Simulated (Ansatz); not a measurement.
# SiPb (model cell, started as wurtzite): phonons and vibrational spectra

Wanted: vibrations and spectra of SiPb (model cell, started as wurtzite); the cell is already relaxed.

Calculated with Ansatz 0.2.0; DFT r2SCAN, scalar-relativistic, plane waves, PAW.

The structure was built from a prototype and need not be the compound's stable phase.

### 1. Starting point

Symmetry: P6_3mc, No. 186, hexagonal system. The conventional cell has a = 4.375 Å, b = 4.375 Å, c = 7.204 Å, α = 90.00°, β = 90.00°, γ = 120.00°. Nearest to Pb lie 4 Si at 2.68 to 2.70 Å. Nearest to Si lie 4 Pb at 2.68 to 2.70 Å. Farther neighbours are not listed.

### 2. Zone-centre response

The cell comes from relaxations at this level that are not shown. The zone centre is the only wavevector solved here; it holds the modes that light can see, as far as symmetry allows. No field response is asked, since the mesh shows no gap.

input.yaml

```yaml
crystal:
  lattice:
    - [4.3746298536, 3.019e-06, 0.0]
    - [-2.1873175414, 3.7885390759, 0.0]
    - [0.0, 0.0, 7.203755799]
  atoms:
    - { symbol: Pb, position: [0.3333333333, 0.6666666667, 0.000236559] }
    - { symbol: Pb, position: [0.6666666667, 0.3333333333, 0.500236559] }
    - { symbol: Si, position: [0.3333333333, 0.6666666667, 0.374763441] }
    - { symbol: Si, position: [0.6666666667, 0.3333333333, 0.874763441] }
kpoints:
  mp_grid: { grid: [12, 12, 6] }
hamiltonian:
  xc: r2scan
scf:
  occupations: { method: methfessel_paxton, width: 0.2 }
output:
  eigenvalues: true
phonons:
  method: dfpt
```

Started as:

```console
ansatz run input.yaml --threads 4 --pin off --max-ram 7168MiB --backend cpu --events-out ev --progress --plain --runs-dir out
```

Numbers of over 12 decimals in the logs are rounded to 6 here.

Output:

```text
Engine: ansatz 0.2.0, aarch64-unknown-linux-gnu
Pseudopotentials: kind: paw
Pseudopotential: Pb, paw, valence charge 14, recommended cutoff 500 eV (meta_gga), Pb.paw.azcp
Pseudopotential: Si, paw, valence charge 4, recommended cutoff 500 eV (meta_gga), Si.paw.azcp
Functional definition: r2SCAN
  parameter k0 = 0.174
  parameter k1 = 0.065
  parameter a1 = 4.9479
  exchange = r2scan_x(k0 = k0, k1 = k1, a1 = a1)
  correlation = r2scan_c
Crystal: 4 atoms, lattice volume = 119.391 Å³
Basis set: ecut = 500 eV, 3009 PW (Γ), exchange–correlation on 160×160×270 points (125 copies of the dense FFT grid, shifted against one another)
Bands: 22, of which v1, the nominal top of the filled ones, is band 18 counted from 1 (17 counted from 0)
Symmetry: 12 space group operations
k-points: 242 of 864 (irreducible under 2 space group operations, time reversal used)
Non-local potential: Pb, projectors of the file, l = 0: 2, l = 1: 2, l = 2: 2, l = 3: 2
Non-local potential: Si, projectors of the file, l = 0: 2, l = 1: 2, l = 2: 2
PAW form: soft (Blöchl's): semilocal exchange-correlation on the pseudo side does not see the compensation charge
PAW frozen core: Pb, regenerated for the run's functional (the file was generated under x = pbe(κ = 0.804, μ = 0.219515), c = pbe(β = 0.066725))
PAW frozen core: Si, regenerated for the run's functional (the file was generated under x = pbe(κ = 0.804, μ = 0.219515), c = pbe(β = 0.066725))
PAW one-centre angular grid: Pb, 590 points (default); XC on 160 Gauss nodes
PAW one-centre angular grid: Si, 302 points (default); XC on 160 Gauss nodes
Initial density: superposition of atomic densities (neutral atoms: chi_scale 0, normalization atom), corrected by the library's trained network
Initial wavefunctions: pseudopotential atomic-orbital guess
Functional: x = r2scan, c = r2scan; τ floored in thin density (d = 2e-4 eV/Å³)
SCF iter   1: F=—  HF=-25118.112210 eV  |F-HF|=—  |Δ(HF+E_count)|=         —  Δρ=6.90e-3  dr2=4.91e-2  dr2_τ=2.35e-2  ethr=1.77e-3  ⟨swp⟩=6.4  Hψ=26850  notcnv=0
preconditioner: auto → Resta (q_TF=auto, 2.234 Å⁻¹)  ε∞=3.0  [insulator: Δε(μ)=0.142 eV  Ē_g=14.510 eV  σ=0.200 eV  W_gap=0.54  n_scr=22 (ndim 8)  ℏωp=20.4 eV  f_vac=0.028  D(μ)=0.13/eV (n_scr^D=0)  ε∞_Penn≈3.0]
SCF iter   2: F=—  HF=-25118.125904 eV  |F-HF|=—  |Δ(HF+E_count)|=   1.37e-2  S|Δr|=    0.00e0  Δρ=2.96e-3  dr2=6.53e-3  dr2_τ=2.42e-4  ethr=1.36e-4  ⟨swp⟩=3.0  Hψ=12119  notcnv=0
SCF iter   3: F=—  HF=-25118.124770 eV  |F-HF|=—  |Δ(HF+E_count)|=   1.13e-3  S|Δr|=    0.00e0  Δρ=7.62e-4  dr2=4.41e-4  dr2_τ=8.08e-6  ethr=1.81e-5  ⟨swp⟩=2.7  Hψ=7457  notcnv=0
SCF iter   4: F=—  HF=-25118.124720 eV  |F-HF|=—  |Δ(HF+E_count)|=   4.94e-5  S|Δr|=    0.00e0  Δρ=9.29e-5  dr2=1.25e-5  dr2_τ=2.79e-7  ethr=1.23e-6  ⟨swp⟩=2.5  Hψ=7487  notcnv=0
SCF iter   5: F=—  HF=-25118.124723 eV  |F-HF|=—  |Δ(HF+E_count)|=   2.78e-6  S|Δr|=    0.00e0  Δρ=1.39e-5  dr2=2.32e-7  dr2_τ=1.92e-8  ethr=3.48e-8  ⟨swp⟩=2.1  Hψ=8964  notcnv=0
SCF iter   6: F=—  HF=-25118.124720 eV  |F-HF|=—  |Δ(HF+E_count)|=   2.82e-6  S|Δr|=    0.00e0  Δρ=4.22e-6  dr2=2.66e-8  dr2_τ=2.49e-9  ethr=6.44e-10  ⟨swp⟩=2.0  Hψ=9713  notcnv=0
SCF iter   7: F=—  HF=-25118.124720 eV  |F-HF|=—  |Δ(HF+E_count)|=   7.28e-9  S|Δr|=    0.00e0  Δρ=8.81e-7  dr2=9.41e-10  dr2_τ=2.91e-11  ethr=7.40e-11  ⟨swp⟩=2.1  Hψ=9680  notcnv=0
SCF iter   8: F=—  HF=-25118.124720 eV  |F-HF|=—  |Δ(HF+E_count)|=   1.01e-9  S|Δr|=    0.00e0  Δρ=1.77e-7  dr2=3.79e-11  dr2_τ=1.03e-12  ethr=2.61e-12  ⟨swp⟩=2.0  Hψ=7399  notcnv=0
SCF iter   9: F=-25118.124720 eV  HF=-25118.124720 eV  |F-HF|=7.28e-12  |Δ(HF+E_count)|=  4.37e-11  S|Δr|=    0.00e0  Δρ=2.90e-8  dr2=8.50e-13  dr2_τ=3.17e-14  ethr=1.00e-12  ⟨swp⟩=9.0  Hψ=32948  notcnv=0
SCF 1 converged in 9 iterations: F = -25118.124720 eV  dr2 = 8.50e-13
  greatest PAW one-centre occupation: 0.975 electrons in one spin orbital (limit 2), on the Pb atom at site 0 (counted from 0), in its partial waves of l = 2
DFPT response loops at Γ: preconditioner auto → Kerker (q_TF=auto, 2.234 Å⁻¹) (partly filled bands, converged f_vac=0.027); β = 1.00, the filter's whole step (`scf.mixing.beta` (0.50) is not read by the response loops under this deck's `scf.mixing.preconditioner`; to damp them name `kerker` or `kerker_dos`, under which they read `scf.mixing.beta`, and type it under 1.00, their step now; both keys bind the ground state too); Broyden in place of MSR1
SCF converged after 9 iterations
Stability not checked: this state was not tested for a lower state beside it, because cold or Methfessel-Paxton smearing, or corrected tetrahedra, fill the levels in a way that the test cannot read (fill_not_monotonic; see scf.lower_state_search)
Free energy (F): -25118.124720 eV
Harris-Foulkes:  -25118.124720 eV  (|F-HF|=7.28e-12)
Internal energy: -25118.125781 eV  (E = F + TS)
E sigma→0 (E₀):  -25118.124985 eV
Entropy (-TS):   0.001061 eV (0.265 meV/atom)
Fermi energy:    7.116480 eV
Step filling:    the computed levels leave a gap of 0.0000 eV = 0.0 smearing widths at the electron count; against every level under it full and every level over it empty, smearing changes F+E_penalty+E_count by -0.112 meV and its σ→0 estimate by -0.377 meV
--- Per-component energies (eV) ---
  E_band       = -182.572828
  E_kinetic    = 659.138644
  E_local      = -2749.381395  (includes V_loc(G=0)·N_el)
  E_nonlocal   = 752.011052
  E_hartree    = 1111.560196
  E_xc         = -513.885475
  E_vxc        = -382.998068  (∫ρ·V_xc dr)
  E_paw        = -21916.823911  (= ΣΔE_a)
  E_vpaw       = -709.572520  (= ΣTr[D̂ρ^β])
  E_aug_tail   = 0.000049  (compensation charges beyond the density's cutoff)
  E_vtau       = 25.109012  (kinetic-family band-sum trace: ∫τ·v_τ [+ j·A + Jᵃ·Aᵃ] dr)
  E_ewald      = -2462.523078
  E_core_change = 1.778139  (= ΣΔE_core)
  E_smearing   = 0.001061  (= −TS)
  E_closure    = 0.000000  (closes the sum)
  Σ components = -25118.124720   (vs F -25118.124720, Δ=0.00e0)
--- Band table (eV; the first three rows and the last of 242) ---
  k-point 0: bands = [... 14 lower, 5.7886, 6.0709, 6.7711, 7.0233, 7.2196, 7.2196, 9.3384, 9.3384]
  k-point 1: bands = [... 14 lower, 5.8561, 5.8561, 6.8467, 7.0665, 7.0665, 7.6500, 9.4929, 9.4929]
  k-point 2: bands = [... 14 lower, 6.0524, 6.0524, 6.7245, 6.7245, 7.0683, 7.7552, 9.8555, 9.8555]
  k-point 241: bands = [... 14 lower, 3.8669, 3.8669, 5.0770, 5.0770, 8.4320, 8.4320, 10.8748, 10.8748]
--- Phonons (Γ-DFPT): 4 representative perturbations + reference, on 242 of 864 k-points (Σ response iterations 34) ---
  k mesh reduced under 2 symmetry operations, with k and −k counted as one. Each operation leaves every solved perturbation unchanged. A smaller set is not considered because the functional reads the kinetic-energy density
  ASR residual: 8.637e-5 → 0.000e0 eV/Å²; symmetrization residual: 5.585e-5 eV/Å²
  ASR residual per site (eV/Å²): 3.25e-5 3.25e-5 8.64e-5 8.64e-5
  Γ frequencies (cm⁻¹): 0.00 0.00 0.00 32.92 32.92 114.81 291.31 291.31 300.21 300.94 300.94 314.75
  non-analytic LO–TO correction: not included (Born effective charges unavailable; polar crystals: no LO–TO splitting at Γ)
```

It took 7.1 min on 4 threads of Arm Neoverse V1, shared host; peak memory 4.1 GiB.

The column dr2 measures how far the density is from self-consistency, as an energy; F and HF (Harris–Foulkes) agree once it is small.

Numbers from this step:

* volume per atom: 29.85 Å³
* gap on the k-mesh: 0 eV
* sum-rule residual before enforcement: 8.64e-5 eV/Å²
* point group: 6mm
* highest optical mode at the zone centre (no LO-TO term): 314.8 cm⁻¹
* lowest optical zone-centre mode: 32.92 cm⁻¹

Patterns of degenerate modes are one choice out of their space. The modes at Γ (shares of kinetic energy by element, %):

```
mode  frequency (cm⁻¹)  symmetry  Pb %  Si %
   1               0.0  acoustic    88    12
   2               0.0  acoustic    88    12
   3               0.0  acoustic    88    12
   4              32.9        E2    90    10
   5              32.9        E2    90    10
   6             114.8        B1   100     0
   7             291.3        E2    10    90
   8             291.3        E2    10    90
   9             300.2        A1    12    88
  10             300.9        E1    12    88
  11             300.9        E1    12    88
  12             314.8        B1     0   100
```

Displacements in mode 5 (32.9 cm⁻¹), the largest set to 1:
```
Pb1  0.31  1.00  0.00
Pb2 -0.31 -1.00  0.00
Si3 -0.29 -0.93  0.00
Si4  0.29  0.93  0.00
```

Displacements in mode 11 (300.9 cm⁻¹), the largest set to 1:
```
Pb1 -0.14  0.00  0.00
Pb2 -0.14  0.00  0.00
Si3  1.00  0.00  0.00
Si4  1.00  0.00  0.00
```

Before it was imposed, the acoustic sum rule was missed by 8.6e-5 eV/Å². Small misses are needed for a sound result but don't prove that mesh and cutoff are converged. The lowest optical mode is real, 32.9 cm⁻¹.

### 3. Isotope substitution, element Pb, natural mass 207.2 amu

An isotope changes the mass and not the force constants, so no new electronic calculation is needed; the shifts show which modes move this element.

The same force constants with the mass of Pb changed from 207.200 to 203.973 u (phonopy, no LO-TO term). Both lists are sorted by frequency; levels can cross, so a row need not hold one and the same mode. Modes under 3 cm⁻¹ are left out. Isotope shifts, by row:

```
    q  rank  natural mass (cm⁻¹)  changed mass (cm⁻¹)
0 0 0     4                32.92                33.15
0 0 0     5                32.92                33.15
0 0 0     6                114.8                115.7
0 0 0     7                291.3                291.6
0 0 0     8                291.3                291.6
0 0 0     9                300.2                300.5
0 0 0    10                300.9                301.2
0 0 0    11                300.9                301.2
0 0 0    12                314.8                314.8
```

A mode of this element alone would shift by +0.79 %. The highest zone-centre frequency without the field goes from 314.8 to 314.8 cm⁻¹ (+0.0 %). The product of the frequency ratios over all optical modes at Γ is 1.027; the product rule, (m/m′)^(3k/2) (M′/M)^(3/2) with k = 2 such atoms and M the mass of the cell, gives 1.027.

### 4. Another isotope, element Si, natural mass 28.085 amu

The same for Si, from 28.09 to 29.97 u.

The same force constants with the mass of Si changed from 28.085 to 29.974 u (phonopy, no LO-TO term). Both lists are sorted by frequency; levels can cross, so a row need not hold one and the same mode. Modes under 3 cm⁻¹ are left out. Isotope shifts, by row:

```
    q  rank  natural mass (cm⁻¹)  changed mass (cm⁻¹)
0 0 0     4                32.92                 32.8
0 0 0     5                32.92                 32.8
0 0 0     6                114.8                114.8
0 0 0     7                291.3                  283
0 0 0     8                291.3                  283
0 0 0     9                300.2                291.8
0 0 0    10                300.9                292.5
0 0 0    11                300.9                292.5
0 0 0    12                314.8                304.7
```

A mode of this element alone would shift by -3.20 %. The highest zone-centre frequency without the field goes from 314.8 to 304.7 cm⁻¹ (-3.2 %). The product of the frequency ratios over all optical modes at Γ is 0.832; the product rule, (m/m′)^(3k/2) (M′/M)^(3/2) with k = 2 such atoms and M the mass of the cell, gives 0.833.

### 5. Summary of results

| Property | Result |
| --- | --- |
| space group (within 0.01 Å) | P6_3mc |
| volume per atom | 29.8 Å³ |
| electronic character | no gap on this mesh |
| highest optical mode at the zone centre (no LO-TO term) | 315 cm⁻¹ |
| lowest optical zone-centre mode | 32.9 cm⁻¹ |
| imaginary modes at Γ (the only wavevector solved) | none |

**Reading.** The structure is stable against zone-centre distortions, since no mode there is imaginary; other wavevectors were not solved, so zone-boundary instabilities are untested. The optical modes at Γ span 33 to 315 cm⁻¹. No dispersion was computed. The highest mode in this list at Γ, 314.8 cm⁻¹, is mostly motion of Si (100 % of the kinetic energy). With no gap, or one that is small against the smearing, the frequencies hang on the k mesh and the smearing, most of all near Kohn anomalies. Spin-orbit coupling is left out, which can matter for the heavy elements here. The starting cell was built on a prototype and not taken from a measurement, so the phase need not exist. These are harmonic frequencies at zero temperature: anharmonic shifts, linewidths and thermal expansion are left out.

[Logs are printed without paths, hosts, clocks, repeated set-up lines and the standing remarks that a program may print on its own settings, such as how far it seeks lower states.]

[Hosts, paths, dates, database ids (printed as entryN), source tags and the programs' standing remarks are cut or masked in the printed files.]
